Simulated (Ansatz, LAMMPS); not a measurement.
# A frame of liquid (K,Li)I from 1300 K (72 atoms): geometry optimisation, part 3 of 3

Aim: bring a frame of liquid (K,Li)I from 1300 K (72 atoms) to a nearby minimum of the energy and see what moves.

Ansatz 0.2.0; Kohn-Sham DFT, PBE, PAW (set soft_2, large core), plane waves.

The cell: 21 K, 15 Li and 36 I. The starting topology of bonds comes from the classical model. The ion parameters were fitted for water, not for melts. The Brillouin zone is sampled at Γ only, in a cell whose shortest periodic width is 16 Å. The levels lack spin–orbit coupling.

So far, density (g/cm³): step 5 (distances and neighbours after relaxation) 2.42.

### 6. Single point at the relaxed geometry

The electronic structure is read at the final geometry, in a run of its own.

input.yaml reads:

```yaml
crystal:
  lattice:
    - [15.5611, 0.0, 0.0]
    - [0.0, 15.5611, 0.0]
    - [0.0, 0.0, 15.5611]
  atoms:
    - { symbol: K, position: [0.28929, 0.17113, 0.25527] }
    - { symbol: K, position: [0.58292, 0.01956, 0.04963] }
    - { symbol: K, position: [0.72432, 0.80323, 0.57548] }
    - { symbol: K, position: [0.77982, 0.56365, 0.38436] }
    - { symbol: K, position: [0.1248, 0.36833, 0.9168] }
    - { symbol: K, position: [0.4135, 0.9353, 0.6349] }
    - { symbol: K, position: [0.4833, 0.44994, 0.40154] }
    - { symbol: K, position: [0.02504, 0.77432, 0.67711] }
    - { symbol: K, position: [0.82954, 0.45881, 0.72474] }
    - { symbol: K, position: [0.60601, 0.57264, 0.97216] }
    - { symbol: K, position: [0.56752, 0.74095, 0.26132] }
    - { symbol: K, position: [0.0794, 0.15832, 0.60064] }
    - { symbol: K, position: [0.97806, 0.27568, 0.31116] }
    - { symbol: K, position: [0.99018, 0.64345, 0.94427] }
    - { symbol: K, position: [0.96401, 0.91828, 0.4082] }
    - { symbol: K, position: [0.15494, 0.58822, 0.23594] }
    - { symbol: K, position: [0.27571, 0.5947, 0.7894] }
    - { symbol: K, position: [0.77689, 0.16221, 0.52959] }
    - { symbol: K, position: [0.29512, 0.78633, 0.0881] }
    - { symbol: K, position: [0.00875, 0.02161, 0.162] }
    - { symbol: K, position: [0.24855, 0.90454, 0.36612] }
    - { symbol: Li, position: [0.94064, 0.02989, 0.80257] }
    - { symbol: Li, position: [0.57692, 0.31976, 0.21312] }
    - { symbol: Li, position: [0.26518, 0.6482, 0.47757] }
    - { symbol: Li, position: [0.44412, 0.4287, 0.72544] }
    - { symbol: Li, position: [0.75814, 0.2543, 0.94753] }
    - { symbol: Li, position: [0.90177, 0.71527, 0.2073] }
    - { symbol: Li, position: [0.80505, 0.51198, 0.10935] }
    - { symbol: Li, position: [0.82097, 0.84772, 0.95258] }
    - { symbol: Li, position: [0.51643, 0.61029, 0.63789] }
    - { symbol: Li, position: [0.74619, 0.95995, 0.24794] }
    - { symbol: Li, position: [0.0167, 0.50766, 0.57168] }
    - { symbol: Li, position: [0.15862, 0.11975, 0.9942] }
    - { symbol: Li, position: [0.66065, 0.01076, 0.76225] }
    - { symbol: Li, position: [0.54148, 0.83654, 0.86061] }
    - { symbol: Li, position: [0.54678, 0.08665, 0.41265] }
    - { symbol: I, position: [0.40338, 0.355, 0.22165] }
    - { symbol: I, position: [0.9851, 0.86521, 0.88113] }
    - { symbol: I, position: [0.80295, 0.96878, 0.07855] }
    - { symbol: I, position: [0.33586, 0.38891, 0.8478] }
    - { symbol: I, position: [0.09134, 0.23792, 0.10842] }
    - { symbol: I, position: [0.11007, 0.09444, 0.37903] }
    - { symbol: I, position: [0.93494, 0.33756, 0.54679] }
    - { symbol: I, position: [0.37177, 0.51687, 0.58879] }
    - { symbol: I, position: [0.6046, 0.49521, 0.74887] }
    - { symbol: I, position: [0.49899, 0.00802, 0.83823] }
    - { symbol: I, position: [0.64847, 0.50391, 0.19929] }
    - { symbol: I, position: [0.93498, 0.98252, 0.6216] }
    - { symbol: I, position: [0.8794, 0.63099, 0.57593] }
    - { symbol: I, position: [0.23826, 0.00455, 0.09982] }
    - { symbol: I, position: [0.57194, 0.97079, 0.27324] }
    - { symbol: I, position: [0.05423, 0.53358, 0.75402] }
    - { symbol: I, position: [0.59231, 0.64402, 0.47892] }
    - { symbol: I, position: [0.80475, 0.68961, 0.05213] }
    - { symbol: I, position: [0.93646, 0.52629, 0.22737] }
    - { symbol: I, position: [0.62653, 0.00573, 0.57719] }
    - { symbol: I, position: [0.5141, 0.77656, 0.03124] }
    - { symbol: I, position: [0.05854, 0.80347, 0.23107] }
    - { symbol: I, position: [0.45038, 0.73758, 0.7441] }
    - { symbol: I, position: [0.83282, 0.42132, 0.95223] }
    - { symbol: I, position: [0.78711, 0.13607, 0.81205] }
    - { symbol: I, position: [0.21869, 0.79852, 0.56466] }
    - { symbol: I, position: [0.37546, 0.06881, 0.45216] }
    - { symbol: I, position: [0.33843, 0.70139, 0.3126] }
    - { symbol: I, position: [0.84532, 0.08723, 0.32469] }
    - { symbol: I, position: [0.08707, 0.14164, 0.83335] }
    - { symbol: I, position: [0.79107, 0.7919, 0.32808] }
    - { symbol: I, position: [0.19385, 0.6023, 0.01031] }
    - { symbol: I, position: [0.61377, 0.25739, 0.39167] }
    - { symbol: I, position: [0.13712, 0.52935, 0.44893] }
    - { symbol: I, position: [0.64115, 0.2348, 0.07103] }
    - { symbol: I, position: [0.71517, 0.83943, 0.80755] }
kpoints:
  mp_grid: { grid: [1, 1, 1] }
hamiltonian:
  xc: pbe
  pseudopotentials: { kind: paw, core: large }
scf:
  occupations: { method: fixed }
output:
  forces: true
  stress: true
  populations: true
  dos:
    method: { smearing: { sigma: 0.15 } }
    de: 0.1
    projected: { site_lists: { I: [I], K: [K], Li: [Li] } }
  eigenvalues: true
  write_density: true
  write_potential: true
  volumetric_format: npy
```

On the command line:

```bash
$ ansatz run input.yaml --threads 4 --pin off --max-ram 8192MiB --backend cpu --events-out ev --progress --plain --runs-dir out
```

Numbers of over 12 decimals in the logs are rounded to 6 here.

Output:

```text
[...]
Crystal: 72 atoms, lattice volume = 3768.087 Å³
Basis set: ecut = 420 eV, 73525 PW (Γ), exchange–correlation on 216×216×216 points (8 copies of the dense FFT grid, shifted against one another)
Bands: 315, of which v1, the nominal top of the filled ones, is band 243 counted from 1 (242 counted from 0)
Symmetry: 1 space group operations
[...]
k-points: 1
[...]
SCF iter   1: F=—  HF=-221512.097512 eV  |F-HF|=—  |Δ(HF+E_count)|=         —  Δρ=2.31e-2  dr2=4.03e1  ethr=3.10e-3  ⟨swp⟩=8.0  Hψ=1152  notcnv=0  defer=67
[...]
SCF iter  10: F=-221495.125456 eV  HF=-221495.125456 eV  |F-HF|=1.14e-9  |Δ(HF+E_count)|=   8.59e-8  Δρ=5.40e-7  dr2=2.60e-8  ethr=2.06e-11  ⟨swp⟩=31.0  Hψ=3952  notcnv=0
SCF 1 converged in 10 iterations: F = -221495.125456 eV  dr2 = 2.60e-8
[...]
WARN: The input density's exchange-correlation potential varies sharply where the density is thin. Do not read a vacuum level from v_tot or v_xc, or from such a field of the output density. On a cell that repeats whose density bears no net charge and no dipole along the vacuum's axis use v_es (v_loc + v_h of the components); [...]
SCF converged after 10 iterations
Free energy (F): -221495.125456 eV
[...]
Internal energy: -221495.125456 eV  (E = F + TS)
E sigma→0 (E₀):  -221495.125456 eV
Fermi energy:    -0.104982 eV
[...]
--- Forces (eV/Å), atoms counted from 1 ---
  atom   1  K     -0.00329537     0.00065069     0.00339971
  atom   2  K      0.00110273     0.00589210     0.00023082
  atom   3  K     -0.00464726    -0.00334673     0.00667409
  atom   4  K     -0.00055581    -0.00056340     0.00929788
  atom   5  K      0.00712599     0.00860012     0.00442194
  atom   6  K      0.00142508     0.00580842    -0.00659024
  atom   7  K      0.00908619    -0.00217001    -0.00403873
  atom   8  K     -0.00375820     0.00518083     0.00459490
  atom   9  K      0.00436160    -0.00308447    -0.00527532
  atom  10  K      0.00781625    -0.01510810    -0.00179688
  atom  11  K     -0.00142654    -0.00370043    -0.00326071
  atom  12  K     -0.00432163     0.00082789    -0.01125919
  atom  13  K     -0.00204916     0.00232006     0.00764782
  atom  14  K     -0.00571837     0.00032492    -0.00685392
[...]
atom  71  I     -0.01244920     0.00042292     0.00474809
  atom  72  I     -0.02802228     0.01058998    -0.00804219
  max |Σ_I F_I| component: 2.46e-5 eV/Å
--- Stress (GPa, compression-positive) ---
       -0.201452      -0.053123       0.002402
       -0.053123      -0.634909      -0.041885
        0.002402      -0.041885      -0.549489
  P = ⅓ Tr σ = -0.4619 GPa (-4.619 kbar)
--- Band table (eV) ---
[...]
--- Löwdin populations: 72 sites ---
  site symbol       q [e]
     0      K      8.2614
     1      K      8.2654
     2      K      8.2754
[...]
71      I      7.5919
  spilling = 0.004355 (of n_electrons = 486.000000)
```

The job ended after 55 s (4 threads of Arm Neoverse V1, shared host; peak memory 3.6 GiB; 3.6 min of CPU time).

The program notes that the exchange-correlation potential is rough where the density is thin.

Read from the output:

```
free energy                                      : -221495.1255 eV
free energy per atom                             : -3076.3212 eV/atom
SCF cycles                                       : 10
pressure                                         : -0.4619 GPa
r.m.s. force component                           : 0.00616 eV/Å
longest force                                    : 0.03102 eV/Å
Fermi energy                                     : -0.105 eV
gap (highest filled to lowest empty level) : 3.209 eV
spilling of the projection                       : 0.004355
```

Löwdin charges by element and coordination (they lack the spilled electrons, 0.029 e an atom on average):

| element | coordination | atoms | mean charge (e) | spread | least | most |
| --- | --- | --- | --- | --- | --- | --- |
| I | all | 36 | -0.633 | 0.0221 | -0.673 | -0.589 |
| I | 3 | 5 | -0.645 | 0.0275 | -0.673 | -0.598 |
| I | 4 | 12 | -0.628 | 0.0176 | -0.660 | -0.592 |
| I | 5 | 15 | -0.634 | 0.0216 | -0.673 | -0.589 |
| I | 6 | 4 | -0.630 | 0.0229 | -0.664 | -0.603 |
| K | all | 21 | 0.736 | 0.0159 | 0.715 | 0.772 |
| K | 4 | 2 | 0.758 | 0.0133 | 0.745 | 0.772 |
| K | 5 | 17 | 0.735 | 0.0138 | 0.715 | 0.762 |
| K | 6 | 2 | 0.717 | 0.0023 | 0.715 | 0.720 |
| Li | all | 15 | 0.630 | 0.0206 | 0.608 | 0.673 |
| Li | 3 | 3 | 0.669 | 0.0022 | 0.668 | 0.673 |
| Li | 4 | 12 | 0.621 | 0.0073 | 0.608 | 0.63 |

States in the cell by windows of 1 eV, zero at the Fermi level; the larger projections on atomic orbitals stand beside the total:

| from (eV) | to (eV) | total | I p | K s | I s | K p |
| --- | --- | --- | --- | --- | --- | --- |
| -18 | -14 | 0.0 | 0.0 | 0.0 | 0.0 | 0.0 |
| -14 | -13 | 45.0 | 0.1 | 0.0 | 0.2 | 44.7 |
| -13 | -12 | 81.0 | 0.2 | 0.1 | 0.4 | 80.2 |
| -12 | -11 | 10.2 | 0.0 | 0.3 | 9.4 | 0.1 |
| -11 | -10 | 61.4 | 0.0 | 1.2 | 58.0 | 0.6 |
| -10 | -9 | 0.4 | 0.0 | 0.0 | 0.3 | 0.0 |
| -9 | -3 | 0.0 | 0.0 | 0.0 | 0.0 | 0.0 |
| -3 | -2 | 4.3 | 3.7 | 0.1 | 0.0 | 0.0 |
| -2 | -1 | 94.5 | 87.2 | 3.1 | 0.3 | 0.2 |
| -1 | 0 | 114.6 | 112.1 | 0.9 | 0.1 | 0.1 |
| 0 | 1 | 2.6 | 2.5 | 0.0 | 0.0 | 0.0 |
| 1 | 3 | 0.0 | 0.0 | 0.0 | 0.0 | 0.0 |
| 3 | 4 | 2.4 | 0.0 | 1.6 | 0.3 | 0.0 |
| 4 | 5 | 38.5 | 2.1 | 16.0 | 1.4 | 0.0 |

With fixed occupations the program's Fermi level is the highest filled level; weight inside the gap is the broadening of levels at its edges.

The stored curve holds about 414 of the 486 electrons; the rest, give or take the few that broadening carries across the Fermi level, lie in deeper levels below its range.

The levels nearest the highest filled one (over half full), pooled over k-points and spins:

| level less the highest filled one (eV) | occupation |
| --- | --- |
| -0.276 | 2 |
| -0.264 | 2 |
| -0.170 | 2 |
| -0.122 | 2 |
| -0.0695 | 2 |
| 0 | 2 |
| 3.21 | 0 |
| 4.09 | 0 |
| 4.14 | 0 |
| 4.19 | 0 |
| 4.22 | 0 |
| 4.36 | 0 |

Valence density in the ac plane at fractional y = 0.011, with atoms of K and Li and I within 0.2 Å of it. It is the smooth field of the valence electrons, not physical close to the nuclei.

Values in e/Å³, 13 rows by 16 columns, each cell a mean:
```
0.0 0.0 0.0 0.0 0.0 0.0 0.0 0.1 0.1 0.1 0.0 0.0 0.0 0.0 0.0 0.0
0.0 0.0 0.0 0.0 0.0 0.0 0.1 0.5 0.5 0.2 0.0 0.0 0.0 0.0 0.0 0.0
0.0 0.0 0.0 0.0 0.0 0.0 0.1 0.5 0.5 0.2 1.3 0.2 0.0 0.0 0.4 1.0
0.0 0.0 0.0 0.0 0.0 0.0 0.0 0.1 0.1 0.1 1.3 0.2 0.0 0.0 0.1 0.1
0.2 0.0 0.0 0.0 0.0 0.0 0.1 0.1 0.1 0.3 0.4 0.1 0.0 0.1 0.5 0.5
0.1 0.0 0.0 0.0 0.0 0.0 0.1 0.0 0.2 0.5 0.5 0.3 0.0 0.1 0.4 0.5
0.0 0.0 0.0 0.0 0.1 0.3 0.4 0.1 0.1 0.2 0.3 0.1 0.0 0.0 0.0 0.0
0.1 0.2 0.1 0.0 0.1 0.4 0.4 0.1 0.0 0.0 0.0 0.0 0.0 0.1 0.1 0.0
0.1 0.2 0.1 0.0 0.0 0.0 0.0 0.0 0.2 0.4 0.1 0.0 0.1 0.3 0.2 0.0
0.1 0.0 0.0 0.0 0.0 0.0 0.0 0.1 0.5 0.6 0.3 0.0 0.1 0.2 0.1 0.0
2.4 0.2 0.1 0.3 0.2 0.0 0.0 0.0 0.1 0.2 0.1 0.0 0.1 0.1 0.0 1.1
1.1 0.1 0.3 0.5 0.5 0.2 0.0 0.0 0.2 1.0 0.2 0.1 0.5 0.5 0.1 0.5
0.0 0.0 0.1 0.4 0.3 0.1 0.0 0.0 0.8 3.0 0.5 0.1 0.4 0.4 0.1 0.0
```
Columns run along a (15.6 Å), rows up along c (15.6 Å). Atoms in or near the plane, at fractional coordinates: K at (0.58, 0.05), K at (0.01, 0.16), Li at (0.66, 0.76), I at (0.50, 0.84), I at (0.24, 0.10), I at (0.63, 0.58).

Electrostatic potential energy in the ac plane at fractional y = 0.011, with atoms of K and Li and I within 0.2 Å of it. With pseudopotentials it is smooth inside the atoms' cores, unlike the true potential.

Ten even steps from '0' (-48 eV) to '9' (6 eV), each cell a mean:
```
99999999999999999999999988889999999999999999
99999999999999999999999999999999999999999999
99999999999999999998532479999999999999999999
99999999999999999995012028999999999999998788
99999999999999999997200048987779999999985347
99999999999999999999877899973248999999987678
99999999999999999999999999987678999999999999
99999999999999999999999999999999999999986568
89999999999999999888999998655799999999830003
89999999999999999999999984010059999999830004
99999999999999999999999984010059999999987778
99999999999999999999999998655799999999999999
99999999999999875689999999999999999999999999
99999999999999875689999999999999999999999999
99999999999999999999999999999999999999999999
99999999999999999999999998999999999998999999
99999999999999999999999732379999999988999999
99999999999999999999998400058999888999999999
67899999999999999999999865689999889999999987
01489999998899999999999999999999999999999862
11489999610138999999999999999999998789999862
77899998202105999999999865578999962015899987
99999999621148999999998620027899972126899999
99999999998999999999999742258999998889999999
```
Columns run along a (15.6 Å; values clipped at the 3rd and 97th percentile), rows up along c (15.6 Å). Atoms in or near the plane, at fractional coordinates: K at (0.58, 0.05), K at (0.01, 0.16), Li at (0.66, 0.76), I at (0.50, 0.84), I at (0.24, 0.10), I at (0.63, 0.58).

Mean Löwdin charges: I -0.63, K +0.74, Li +0.63 e (they miss 0.44 % of the electrons, so they add up to more than the cell's charge). The largest share in the top eV of filled states is I p (99 % of the projected weight), and in the lowest eV of empty states K s (72 % of the projected weight).

The surroundings of K11, which has 6 bonded neighbours where the commonest count for K is 5, nearest first, numbered as they follow in the input and with coordinates relative to it.

| atom | x | y | z | distance (Å) | bonds | Löwdin charge (e) |
| --- | --- | --- | --- | --- | --- | --- |
| K11 | 0.00 | 0.00 | 0.00 | 0.00 | 6 | 0.72 |
| I51 | 0.07 | 3.58 | 0.19 | 3.58 | 4 | -0.62 |
| I64 | -3.56 | -0.62 | 0.80 | 3.70 | 5 | -0.64 |
| I67 | 3.48 | 0.79 | 1.04 | 3.72 | 6 | -0.60 |
| I57 | -0.83 | 0.55 | -3.58 | 3.72 | 5 | -0.64 |
| I53 | 0.39 | -1.51 | 3.39 | 3.73 | 5 | -0.64 |
| I47 | 1.26 | -3.69 | -0.97 | 4.02 | 6 | -0.62 |
| Li31 | 2.78 | 3.41 | -0.21 | 4.40 | 4 | 0.61 |
| K4 | 3.30 | -2.76 | 1.91 | 4.71 | 5 | 0.72 |
| I54 | 3.69 | -0.80 | -3.26 | 4.99 | 5 | -0.59 |
| K19 | -4.24 | 0.71 | -2.70 | 5.07 | 4 | 0.75 |
| K7 | -1.31 | -4.53 | 2.18 | 5.19 | 5 | 0.74 |
| K10 | 0.60 | -2.62 | -4.50 | 5.24 | 5 | 0.76 |
| Li27 | 5.20 | -0.40 | -0.84 | 5.28 | 4 | 0.62 |

The column of bonds counts only the pairs I-K within 4.28 Å, I-Li within 3.52 Å; other neighbours, such as metal atoms beside each other in a compound, aren't counted, and periodic images can show an atom twice.

### 7. Other settings

Changed here: accuracy = "high", scf.occupations.method = "fermi_dirac" and scf.occupations.width = 0.15.

input.yaml, the sections that differ from step 6:

```yaml
crystal:
  lattice:
    - [15.5611, 0.0, 0.0]
    - [0.0, 15.5611, 0.0]
    - [0.0, 0.0, 15.5611]
  atoms:
    [... the 72 atom lines of step 3 ...]
scf:
  occupations: { method: fermi_dirac, width: 0.15 }
output:
  forces: true
  stress: true
  populations: true
  dos:
    method: { smearing: { sigma: 0.15 } }
    de: 0.1
    projected: { site_lists: { I: [I], K: [K], Li: [Li] } }
  eigenvalues: true
accuracy: high
# kpoints, hamiltonian: as in step 6
```

Output:

```text
band count auto-derived: 329 (N_el = 486.0; filled up to band 243; 315 by the electrons, moments and atoms)
[...]
Crystal: 72 atoms, lattice volume = 3768.087 Å³
Basis set: ecut = 420 eV, 73525 PW (Γ), exchange–correlation on 240×240×240 points (8 copies of the dense FFT grid, shifted against one another)
Bands: 329, of which v1, the nominal top of the filled ones, is band 243 counted from 1 (242 counted from 0)
Symmetry: 1 space group operations
[...]
k-points: 1
[...]
SCF iter   1: F=—  HF=-221506.204390 eV  |F-HF|=—  |Δ(HF+E_count)|=         —  Δρ=2.34e-2  dr2=4.47e1  ethr=3.10e-3  ⟨swp⟩=15.0  Hψ=2215  notcnv=0
[...]
SCF iter  11: F=—  HF=-221488.188212 eV  |F-HF|=—  |Δ(HF+E_count)|=   3.67e-8  Δρ=2.78e-7  dr2=4.69e-9  ethr=9.65e-12  ⟨swp⟩=3.0  Hψ=557  notcnv=0
SCF iter  12: F=-221488.188212 eV  HF=-221488.188212 eV  |F-HF|=4.95e-10  |Δ(HF+E_count)|=   3.14e-9  Δρ=8.60e-8  dr2=6.48e-10  ethr=1.00e-12  ⟨swp⟩=4.0  Hψ=926  notcnv=0
SCF 1 converged in 12 iterations: F = -221488.188212 eV  dr2 = 6.48e-10
[...]
SCF converged after 12 iterations
Free energy (F): -221488.188212 eV
[...]
Internal energy: -221488.186564 eV  (E = F + TS)
E sigma→0 (E₀):  -221488.187388 eV
Entropy (-TS):   -0.001648 eV (-0.023 meV/atom)
Fermi energy:    1.680951 eV
[...]
Σ components = -221488.188212   (vs F -221488.188212, Δ=0.00e0)
--- Forces (eV/Å), atoms counted from 1 ---
  atom   1  K      0.08140927    -0.42547678     0.02037590
  atom   2  K     -1.23215260     0.64234736    -0.15696143
  atom   3  K     -0.05667671     0.11046829    -0.00681430
  atom   4  K      0.69391472     0.37852625     1.08931798
[...]
atom  72  I      0.64871430    -0.06887450    -0.21662070
  max |Σ_I F_I| component: 4.57e-6 eV/Å
--- Stress (GPa, compression-positive) ---
       -0.103625       0.019676       0.057336
        0.019676      -0.637862      -0.057214
        0.057336      -0.057214      -0.137821
  P = ⅓ Tr σ = -0.2931 GPa (-2.931 kbar)
--- Band table (eV) ---
[...]
--- Löwdin populations: 72 sites ---
  site symbol       q [e]
     0      K      8.2733
     1      K      8.2591
     2      K      8.2627
[...]
71      I      7.5874
  spilling = 0.004520 (of n_electrons = 486.000000)
```

The job ended after 71 s (4 threads; peak memory 4 GiB; 4.6 min of CPU time).

Geometry and reference: those of the single point at the start.

Forces differ from those of the single point at the start by 0.031 meV/Å r.m.s., 0.010 % of their size. It took 1.3 times the reference's time (shared host, so rough).

### 8. Results

| Item | Value |
| --- | --- |
| energy change in the relaxation | -96.35 meV/atom |
| r.m.s. displacement | 0.886 Å |
| largest displacement | 1.59 Å |
| free energy per atom | -3076.3212 eV/atom |
| pressure | -0.4619 GPa |
| r.m.s. force component | 0.00616 eV/Å |
| gap (highest filled to lowest empty level) | 3.209 eV |
| wall time of the 4 DFT runs | 10 min |

What this shows: Relaxation lowers the energy by 96.4 meV/atom and moves atoms by 0.89 Å r.m.s.; the r.m.s. force component goes from 0.30 to 0.0062 eV/Å, the pressure goes from -0.29 to -0.46 GPa, and the gap from 2.62 to 3.21 eV. By the final cutoffs 4 of 138 bonded pairs parted and 28 joined. First to last step the energy falls by 6.937 eV; the largest move, 1.59 Å, is that of Li32, with 1 other atom within 2 % of it. The I-K bonds go from 3.631 Å (spread 0.291) to 3.657 Å (spread 0.178), and their number from 89 to 105. By these cutoffs 42 % of I atoms have 5, 81 % of K atoms have 5 and 80 % of Li atoms have 4 bonded neighbours. The highest filled and lowest empty levels differ by 3.21 eV (at Γ alone); a semilocal functional tends to put such gaps too low. In a disordered cell it changes from sample to sample and from frame to frame.

**Limits.** The network of bonds at the start is that of the classical potential that made the cell; in DFT 4 of its 138 bonded pairs passed out of the cutoffs and 28 came within them.

[Logs are printed without paths, hosts, clocks, repeated set-up lines and the standing remarks that a program may print on its own settings, such as how far it seeks lower states.]

[Hosts, paths, dates, database ids (printed as entryN), source tags and the programs' standing remarks are cut or masked in the printed files.]
